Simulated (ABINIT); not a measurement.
# LiHS (Ama2): a self-consistent loop beyond G0W0, cycle by cycle, part 2 of 3

How far does self-consistency move the gap of LiHS (Ama2)?

ABINIT 10.8.3; PBEsol and many-body steps on it, plane waves. Known limits of the many-body steps: not at the basis limit; coarse k mesh.

So far. Step 5 (evGW0, cycle 1): Against G0W0 in ABINIT (2×2×2 mesh, 73 bands, screening to 106.1 eV, Godby-Needs plasmon pole), the gap moves by +0.489 eV. This first cycle still uses the starting levels; it takes the full correction, at all points of the mesh, and its linearised value is 5.473 eV. Step 6 (evGW0, cycle 2): Against the cycle before, the gap moves by −0.200 eV.

## Step 7: evGW0, cycle 3

Level of this step: evGW0 on PBEsol, plane waves, norm-conserving pseudopotentials (ABINIT).

run.abi reads:

```
acell 3*1.0 Angstrom
rprim 
  6.156870000000 0.000000000000 0.000000000000
  0.000000000000 2.809205000000 2.757390000000
  0.000000000000 -2.809205000000 2.757390000000
ntypat 3
znucl 3 1 16
natom 6
typat 1 1 2 2 3 3
xred 
  0.500000000000 0.501660000000 0.501660000000
  0.000000000000 0.501660000000 0.501660000000
  0.250000000000 0.133090000000 0.983490000000
  0.750000000000 0.983490000000 0.133090000000
  0.750000000000 0.998760000000 0.475340000000
  0.250000000000 0.475340000000 0.998760000000
pp_dirpath "pseudos"
pseudos "Li.upf, H.upf, S.upf"
ecut 33
ngkpt 2 2 2
nshiftk 1
shiftk 0 0 0
kptopt 1
chksymbreak 0
istwfk *1
occopt 1
irdwfk 1
optdriver 4
nband 73
gwcalctyp 10
ecutsigx 33
symsigma 1
nkptgw 6
kptgw 
  0.0000000000 0.0000000000 0.0000000000
  0.5000000000 0.0000000000 0.0000000000
  0.0000000000 0.5000000000 0.0000000000
  0.5000000000 0.5000000000 0.0000000000
  0.0000000000 0.5000000000 0.5000000000
  0.5000000000 0.5000000000 0.5000000000
bdgw 
  1 14
  1 14
  1 14
  1 14
  1 14
  1 14
ecuteps 3.9
irdscr 1
ppmodel 1
irdqps 1
indata_prefix "in"
outdata_prefix "out"
tmpdata_prefix "tmp"
```

Command:

```sh
$ OMP_NUM_THREADS=1 mpirun -n 8 abinit run.abi > log
```

Output:

```text
.Version 10.8.3 of ABINIT. v10.8.2 released Aug 2026.

 Symmetries : space group Am a 2 (# 40); Bravais oC (1-face-center ortho.)
[... echo of the input left out ...]
== DATASET  1 ==================================================================
-   mpi_nproc: 8, omp_nthreads: 1 (-1 if OMP is not activated)

--- !DatasetInfo
iteration_state: {dtset: 1, }
dimensions: {natom: 6, nkpt: 6, mband: 73, nsppol: 1, nspinor: 1, nspden: 1, mpw: 5848, }
cutoff_energies: {ecut:  33.0, pawecutdg:  -1.0, }
[...]
.  kptgw no:  4; Maximum DeltaE = (   0.108   0.088) for band index:  4
.  kptgw no:  5; Maximum DeltaE = (  -0.015   0.124) for band index:  4
.  kptgw no:  6; Maximum DeltaE = (   0.130   0.098) for band index:  3

== END DATASET(S) ==============================================================
================================================================================

 -outvars: echo values of variables after computation  --------
           etotal      0.0000000000E+00
            nband          73
             nkpt           6
          spgroup          40
 [... the other variables as echoed above ...]

 Calculation completed.
```

The job ended after 21 s (8 MPI ranks of Arm Neoverse V1, shared host; peak memory 2.1 GiB; 2.8 min of CPU time).

Numbers from this step:

```yaml
quasiparticle_gap_on_the_mesh: 5.777 eV
gap_of_the_density_functional_on_the_mesh: 3.330 eV
k_of_the_valence_top: 0, 0, 0
k_of_the_conduction_bottom: 0, 0, 0
least_direct_quasiparticle_gap_on_the_computed_points: 5.777 eV
```

Against the cycle before, the gap moves by +0.015 eV.

## Step 8: evGW0, cycle 4

run.abi is that of step 7.

Output:

```text
.Version 10.8.3 of ABINIT. v10.8.2 released Aug 2026.

 Symmetries : space group Am a 2 (# 40); Bravais oC (1-face-center ortho.)
[... echo of the input left out ...]
== DATASET  1 ==================================================================
-   mpi_nproc: 8, omp_nthreads: 1 (-1 if OMP is not activated)

--- !DatasetInfo
iteration_state: {dtset: 1, }
dimensions: {natom: 6, nkpt: 6, mband: 73, nsppol: 1, nspinor: 1, nspden: 1, mpw: 5848, }
cutoff_energies: {ecut:  33.0, pawecutdg:  -1.0, }
[...]
.  kptgw no:  4; Maximum DeltaE = (  -0.127   0.057) for band index:  3
.  kptgw no:  5; Maximum DeltaE = (   0.010   0.121) for band index:  3
.  kptgw no:  6; Maximum DeltaE = (  -0.030   0.010) for band index:  3

== END DATASET(S) ==============================================================
================================================================================

 -outvars: echo values of variables after computation  --------
           etotal      0.0000000000E+00
            nband          73
             nkpt           6
          spgroup          40
 [... the other variables as echoed above ...]

 Calculation completed.
```

Elapsed: 21 s, on 8 MPI ranks; peak memory 2.1 GiB; 2.8 min of CPU time.

Numbers from this step:

| Item | Value |
| --- | --- |
| quasiparticle gap on the mesh | 5.776 eV |
| gap of the density functional on the mesh | 3.330 eV |
| k of the valence top | 0, 0, 0 |
| k of the conduction bottom | 0, 0, 0 |
| least direct quasiparticle gap on the computed points | 5.776 eV |

Against the cycle before, the gap moves by −0.001 eV.

## Step 9: Screening, 2×2×2 mesh, 73 bands, screening to 106.1 eV

This step: RPA screening on PBEsol, plane waves, norm-conserving pseudopotentials.

Changes to run.abi since step 8:

```diff
@@ -27,26 +27,13 @@
 irdwfk 1
-optdriver 4
+optdriver 3
 nband 73
+ecuteps 3.9
+inclvkb 2
+awtr 1
+symchi 1
 gwcalctyp 10
-ecutsigx 33
-symsigma 1
-nkptgw 6
-kptgw 
-  0.0000000000 0.0000000000 0.0000000000
-  0.5000000000 0.0000000000 0.0000000000
-  0.0000000000 0.5000000000 0.0000000000
-  0.5000000000 0.5000000000 0.0000000000
-  0.0000000000 0.5000000000 0.5000000000
-  0.5000000000 0.5000000000 0.5000000000
-bdgw 
-  1 14
-  1 14
-  1 14
-  1 14
-  1 14
-  1 14
-ecuteps 3.9
-irdscr 1
-ppmodel 1
-irdqps 1
+mbpt_sciss 2.595 eV
+nqptdm 1
+qptdm 
+  0 0 0
 indata_prefix "in"
```

Output:

```text
.Version 10.8.3 of ABINIT. v10.8.2 released Aug 2026.

 Symmetries : space group Am a 2 (# 40); Bravais oC (1-face-center ortho.)
[... echo of the input left out ...]
== DATASET  1 ==================================================================
-   mpi_nproc: 8, omp_nthreads: 1 (-1 if OMP is not activated)

--- !DatasetInfo
iteration_state: {dtset: 1, }
dimensions: {natom: 6, nkpt: 6, mband: 73, nsppol: 1, nspinor: 1, nspden: 1, mpw: 5848, }
cutoff_energies: {ecut:  33.0, pawecutdg:  -1.0, }
electrons: {nelect:   2.00000000E+01, charge:   0.00000000E+00, occopt:   1.00000000E+00, tsmear:   1.00000000E-02, }

 SCREENING: Calculation of the susceptibility and dielectric matrices

 Based on a program developped by R.W. Godby, V. Olevano, G. Onida, and L. Reining.
 Incorporated in ABINIT by V. Olevano, G.-M. Rignanese, and M. Torrent.
.Using double precision arithmetic ; gwpc =  8

[... cell and pseudopotentials left out ...]
--------------------------------------------------------------------------------

 ==== K-mesh for the wavefunctions ====
 Number of points in the irreducible wedge :     6
[... list of points left out ...]
 Together with  4 symmetry operations and time-reversal symmetry
 yields     8 points in the full Brillouin Zone.

 ==== Q-mesh for the screening function ====
 Number of points in the irreducible wedge :     6
[... list of points left out ...]
 Together with  4 symmetry operations and time-reversal symmetry
 yields     8 points in the full Brillouin Zone.

 setmesh: FFT mesh size selected  =    48x   30x   30
          total number of points  =        43200

 vcoul_init : cutoff-mode = AUXILIARY_FUNCTION
 q-points for optical limit:   1
     1)      0.000010    0.000020    0.000030

 Dielectric matrix will be calculated only for some
 selected q points provided by the user through the input variables
 nqptdm and qptdm

- screening: taking advantage of time-reversal symmetry
- Maximum band index for partially occupied states nbvw = 10
- Remaining bands to be divided among processors   nbcw = 63
- Number of bands treated by each node ~7

 rdqps: reading QP wavefunctions of the previous step
        looking for file in_QPS
 file not found, 1st iteration initialized with KS eigenelements

 screening : performing a first self-consistency
 update of the energies in W by a scissor operator
 applying a scissor operator of [eV] :   2.595

 Number of electrons calculated from density =   20.0000; Expected =   20.0000
 average of density, n =  0.031071
 r_s =    1.9733
 omega_plasma =   17.0034 [eV]

 calculating chi0 at frequencies [eV] :
  1    0.000000E+00    0.000000E+00
  2    0.000000E+00    1.700343E+01

--------------------------------------------------------------------------------
  q-point number  1        q = ( 0.000000, 0.000000, 0.000000) [r.l.u.]
--------------------------------------------------------------------------------
[... chi0 elements left out ...]
 For q-point:  0.000010 0.000020 0.000030
  dielectric constant =   3.0830
  dielectric constant without local fields =   3.6532

  Average fulfillment of the sum rule on Im[epsilon] for q-point    1 :     70.20  [%]
[... wings left out ...]
== END DATASET(S) ==============================================================
================================================================================

 -outvars: echo values of variables after computation  --------
           etotal      0.0000000000E+00
            nband          73
             nkpt           6
          spgroup          40
 [... the other variables as echoed above ...]

 Calculation completed.
```

Run time: 4.3 s. Hardware: 8 MPI ranks; peak memory 1.1 GiB; 34 s of CPU time.

Numbers from this step:

| Quantity | Value |
| --- | --- |
| ε∞ with local fields, on this mesh, along the program's q direction | 3.083 |
| the same without local fields | 3.653 |
| plasma frequency | 17.00 eV |
| plane waves in the screening matrix | 239 |

This screening uses the functional's bands under a rigid shift, the mean opening of the cycle before.

## Step 10: Screening, 2×2×2 mesh, 73 bands, screening to 106.1 eV

This step: RPA screening on PBEsol from quasiparticle energies, plane waves, norm-conserving pseudopotentials.

Changes to run.abi since step 9:

```diff
@@ -33,7 +33,11 @@
 symchi 1
+irdqps 1
 gwcalctyp 10
-mbpt_sciss 2.595 eV
-nqptdm 1
+nqptdm 5
 qptdm 
-  0 0 0
+  0.5000000000 0.0000000000 0.0000000000
+  0.0000000000 0.5000000000 0.0000000000
+  0.5000000000 0.5000000000 0.0000000000
+  0.0000000000 0.5000000000 0.5000000000
+  0.5000000000 0.5000000000 0.5000000000
 indata_prefix "in"
```

mrgscr.stdin reads:

```
2
merged
q0_SCR
out_SCR
1
```

Command:

```sh
$ OMP_NUM_THREADS=1 mpirun -n 8 abinit run.abi > log; mrgscr < mrgscr.stdin
```

Output:

```text
.Version 10.8.3 of ABINIT. v10.8.2 released Aug 2026.

 Symmetries : space group Am a 2 (# 40); Bravais oC (1-face-center ortho.)
[... echo of the input left out ...]
== DATASET  1 ==================================================================
-   mpi_nproc: 8, omp_nthreads: 1 (-1 if OMP is not activated)

--- !DatasetInfo
iteration_state: {dtset: 1, }
dimensions: {natom: 6, nkpt: 6, mband: 73, nsppol: 1, nspinor: 1, nspden: 1, mpw: 5848, }
cutoff_energies: {ecut:  33.0, pawecutdg:  -1.0, }
[...]
q-point number  1        q = ( 0.500000, 0.000000, 0.000000) [r.l.u.]
--------------------------------------------------------------------------------
[... chi0 elements left out ...]
  Average fulfillment of the sum rule on Im[epsilon] for q-point    2 :     80.80  [%]

--------------------------------------------------------------------------------
  q-point number  2        q = ( 0.000000, 0.500000, 0.000000) [r.l.u.]
--------------------------------------------------------------------------------
[... chi0 elements left out ...]
  Average fulfillment of the sum rule on Im[epsilon] for q-point    3 :     73.97  [%]

 [... 3 further q-points ...]
```

Wall time 4.2 s (8 MPI ranks); peak memory 1.1 GiB.

This step gave:

| Property | Result |
| --- | --- |
| plasma frequency | 17.00 eV |
| plane waves in the screening matrix | 239 |

This screening reads the quasiparticle levels of the cycle before.

## Step 11: evGW, cycle 1

This step: evGW on PBEsol, plane waves, norm-conserving pseudopotentials.

Changes to run.abi since step 10:

```diff
@@ -27,12 +27,10 @@
 irdwfk 1
-optdriver 3
+optdriver 4
 nband 73
-ecuteps 3.9
-inclvkb 2
-awtr 1
-symchi 1
-irdqps 1
 gwcalctyp 10
-nqptdm 5
-qptdm 
+ecutsigx 33
+symsigma 1
+nkptgw 6
+kptgw 
+  0.0000000000 0.0000000000 0.0000000000
   0.5000000000 0.0000000000 0.0000000000
@@ -42,2 +40,13 @@
   0.5000000000 0.5000000000 0.5000000000
+bdgw 
+  1 14
+  1 14
+  1 14
+  1 14
+  1 14
+  1 14
+ecuteps 3.9
+irdscr 1
+ppmodel 1
+irdqps 1
 indata_prefix "in"
```

Command:

```sh
$ OMP_NUM_THREADS=1 mpirun -n 8 abinit run.abi > log
```

Output:

```text
.Version 10.8.3 of ABINIT. v10.8.2 released Aug 2026.

 Symmetries : space group Am a 2 (# 40); Bravais oC (1-face-center ortho.)
[... echo of the input left out ...]
== DATASET  1 ==================================================================
-   mpi_nproc: 8, omp_nthreads: 1 (-1 if OMP is not activated)

--- !DatasetInfo
iteration_state: {dtset: 1, }
dimensions: {natom: 6, nkpt: 6, mband: 73, nsppol: 1, nspinor: 1, nspden: 1, mpw: 5848, }
cutoff_energies: {ecut:  33.0, pawecutdg:  -1.0, }
[...]
.  kptgw no:  4; Maximum DeltaE = (  -0.545   0.043) for band index:  4
.  kptgw no:  5; Maximum DeltaE = (  -0.522   0.020) for band index:  3
.  kptgw no:  6; Maximum DeltaE = (  -0.543   0.013) for band index:  3

== END DATASET(S) ==============================================================
================================================================================

 -outvars: echo values of variables after computation  --------
           etotal      0.0000000000E+00
            nband          73
             nkpt           6
          spgroup          40
 [... the other variables as echoed above ...]

 Calculation completed.
```

The job ended after 21 s (8 MPI ranks; peak memory 2.1 GiB; 2.8 min of CPU time).

Numbers from this step:

```
quasiparticle gap on the mesh                         : 6.169 eV
gap of the density functional on the mesh             : 3.330 eV
k of the valence top                                  : 0, 0, 0
k of the conduction bottom                            : 0, 0, 0
least direct quasiparticle gap on the computed points : 6.169 eV
```

Against G0W0 in ABINIT (2×2×2 mesh, 73 bands, screening to 106.1 eV, Godby-Needs plasmon pole), the gap moves by +0.696 eV.

## Step 12: Screening, 2×2×2 mesh, 73 bands, screening to 106.1 eV

This step: RPA screening on PBEsol, plane waves, norm-conserving pseudopotentials.

Changes to run.abi since step 11:

```diff
@@ -27,26 +27,13 @@
 irdwfk 1
-optdriver 4
+optdriver 3
 nband 73
+ecuteps 3.9
+inclvkb 2
+awtr 1
+symchi 1
 gwcalctyp 10
-ecutsigx 33
-symsigma 1
-nkptgw 6
-kptgw 
-  0.0000000000 0.0000000000 0.0000000000
-  0.5000000000 0.0000000000 0.0000000000
-  0.0000000000 0.5000000000 0.0000000000
-  0.5000000000 0.5000000000 0.0000000000
-  0.0000000000 0.5000000000 0.5000000000
-  0.5000000000 0.5000000000 0.5000000000
-bdgw 
-  1 14
-  1 14
-  1 14
-  1 14
-  1 14
-  1 14
-ecuteps 3.9
-irdscr 1
-ppmodel 1
-irdqps 1
+mbpt_sciss 3.016 eV
+nqptdm 1
+qptdm 
+  0 0 0
 indata_prefix "in"
```

Output:

```text
.Version 10.8.3 of ABINIT. v10.8.2 released Aug 2026.

 Symmetries : space group Am a 2 (# 40); Bravais oC (1-face-center ortho.)
[... echo of the input left out ...]
== DATASET  1 ==================================================================
-   mpi_nproc: 8, omp_nthreads: 1 (-1 if OMP is not activated)

--- !DatasetInfo
iteration_state: {dtset: 1, }
dimensions: {natom: 6, nkpt: 6, mband: 73, nsppol: 1, nspinor: 1, nspden: 1, mpw: 5848, }
cutoff_energies: {ecut:  33.0, pawecutdg:  -1.0, }
[...]
[... chi0 elements left out ...]
 For q-point:  0.000010 0.000020 0.000030
  dielectric constant =   3.0083
  dielectric constant without local fields =   3.5447

  Average fulfillment of the sum rule on Im[epsilon] for q-point    1 :     71.57  [%]
[... wings left out ...]
== END DATASET(S) ==============================================================
================================================================================

 -outvars: echo values of variables after computation  --------
           etotal      0.0000000000E+00
            nband          73
             nkpt           6
          spgroup          40
 [... the other variables as echoed above ...]

 Calculation completed.
```

Wall time 4.8 s (8 MPI ranks); peak memory 1.1 GiB.

Numbers from this step:

| Property | Result |
| --- | --- |
| ε∞ with local fields, on this mesh, along the program's q direction | 3.008 |
| the same without local fields | 3.545 |
| plasma frequency | 17.00 eV |
| plane waves in the screening matrix | 239 |

This screening uses the functional's bands under a rigid shift, the mean opening of the cycle before.

## Step 13: Screening, 2×2×2 mesh, 73 bands, screening to 106.1 eV

This step: RPA screening on PBEsol from quasiparticle energies, plane waves, norm-conserving pseudopotentials.

Changes to run.abi since step 12:

```diff
@@ -33,7 +33,11 @@
 symchi 1
+irdqps 1
 gwcalctyp 10
-mbpt_sciss 3.016 eV
-nqptdm 1
+nqptdm 5
 qptdm 
-  0 0 0
+  0.5000000000 0.0000000000 0.0000000000
+  0.0000000000 0.5000000000 0.0000000000
+  0.5000000000 0.5000000000 0.0000000000
+  0.0000000000 0.5000000000 0.5000000000
+  0.5000000000 0.5000000000 0.5000000000
 indata_prefix "in"
```

mrgscr.stdin is that of step 10.

Command:

```sh
$ OMP_NUM_THREADS=1 mpirun -n 8 abinit run.abi > log; mrgscr < mrgscr.stdin
```

Output:

```text
.Version 10.8.3 of ABINIT. v10.8.2 released Aug 2026.

 Symmetries : space group Am a 2 (# 40); Bravais oC (1-face-center ortho.)
[... echo of the input left out ...]
== DATASET  1 ==================================================================
-   mpi_nproc: 8, omp_nthreads: 1 (-1 if OMP is not activated)

--- !DatasetInfo
iteration_state: {dtset: 1, }
dimensions: {natom: 6, nkpt: 6, mband: 73, nsppol: 1, nspinor: 1, nspden: 1, mpw: 5848, }
cutoff_energies: {ecut:  33.0, pawecutdg:  -1.0, }
[...]
q-point number  1        q = ( 0.500000, 0.000000, 0.000000) [r.l.u.]
--------------------------------------------------------------------------------
[... chi0 elements left out ...]
  Average fulfillment of the sum rule on Im[epsilon] for q-point    2 :     82.47  [%]

--------------------------------------------------------------------------------
  q-point number  2        q = ( 0.000000, 0.500000, 0.000000) [r.l.u.]
--------------------------------------------------------------------------------
[... chi0 elements left out ...]
  Average fulfillment of the sum rule on Im[epsilon] for q-point    3 :     75.30  [%]

 [... 3 further q-points ...]
```

Elapsed: 4.6 s, on 8 MPI ranks; peak memory 1.1 GiB; 36 s of CPU time.

Numbers from this step:

```
plasma frequency                    : 17.00 eV
plane waves in the screening matrix : 239
```

This screening reads the quasiparticle levels of the cycle before.

## Step 14: evGW, cycle 2

This step: evGW on PBEsol, plane waves, norm-conserving pseudopotentials.

Changes to run.abi since step 13:

```diff
@@ -27,12 +27,10 @@
 irdwfk 1
-optdriver 3
+optdriver 4
 nband 73
-ecuteps 3.9
-inclvkb 2
-awtr 1
-symchi 1
-irdqps 1
 gwcalctyp 10
-nqptdm 5
-qptdm 
+ecutsigx 33
+symsigma 1
+nkptgw 6
+kptgw 
+  0.0000000000 0.0000000000 0.0000000000
   0.5000000000 0.0000000000 0.0000000000
@@ -42,2 +40,13 @@
   0.5000000000 0.5000000000 0.5000000000
+bdgw 
+  1 14
+  1 14
+  1 14
+  1 14
+  1 14
+  1 14
+ecuteps 3.9
+irdscr 1
+ppmodel 1
+irdqps 1
 indata_prefix "in"
```

Command:

```sh
$ OMP_NUM_THREADS=1 mpirun -n 8 abinit run.abi > log
```

Output:

```text
.Version 10.8.3 of ABINIT. v10.8.2 released Aug 2026.

 Symmetries : space group Am a 2 (# 40); Bravais oC (1-face-center ortho.)
[... echo of the input left out ...]
== DATASET  1 ==================================================================
-   mpi_nproc: 8, omp_nthreads: 1 (-1 if OMP is not activated)

--- !DatasetInfo
iteration_state: {dtset: 1, }
dimensions: {natom: 6, nkpt: 6, mband: 73, nsppol: 1, nspinor: 1, nspden: 1, mpw: 5848, }
cutoff_energies: {ecut:  33.0, pawecutdg:  -1.0, }
[...]
.  kptgw no:  4; Maximum DeltaE = (  -0.057   0.095) for band index:  4
.  kptgw no:  5; Maximum DeltaE = (   0.067   0.018) for band index:  3
.  kptgw no:  6; Maximum DeltaE = (   0.029   0.055) for band index:  3

== END DATASET(S) ==============================================================
================================================================================

 -outvars: echo values of variables after computation  --------
           etotal      0.0000000000E+00
            nband          73
             nkpt           6
          spgroup          40
 [... the other variables as echoed above ...]

 Calculation completed.
```

It took 21 s on 8 MPI ranks; peak memory 2.1 GiB; 2.8 min of CPU time.

This step gave:

```
quasiparticle gap on the mesh                         : 6.207 eV
gap of the density functional on the mesh             : 3.330 eV
k of the valence top                                  : 0, 0, 0
k of the conduction bottom                            : 0, 0, 0
least direct quasiparticle gap on the computed points : 6.207 eV
```

Against the cycle before, the gap moves by +0.038 eV.

(Continued in part 3 of 3.)

[Paths, hosts, dates, memory and timing lines, banners, echoed tables and standing remarks are left out of the program output.]

[Logs are printed without paths, hosts, clocks, repeated set-up lines and the standing remarks that a program may print on its own settings, such as how far it seeks lower states.]

[Runs of the session that timed out or met a known fault of the program may be left out.]

[Hosts, paths, dates, database ids (printed as entryN), source tags and the programs' standing remarks are cut or masked in the printed files.]

[G0W0 gaps are taken among the corrected bands and points alone; a level outside them can change the order at an edge.]

[Where Ansatz stands beside ABINIT at settings called matched, ABINIT's density can come from a denser mesh and the files from another edition; pairs whose starting gaps differed by over 0.03 eV were left out, so agreement reads better than it is.]
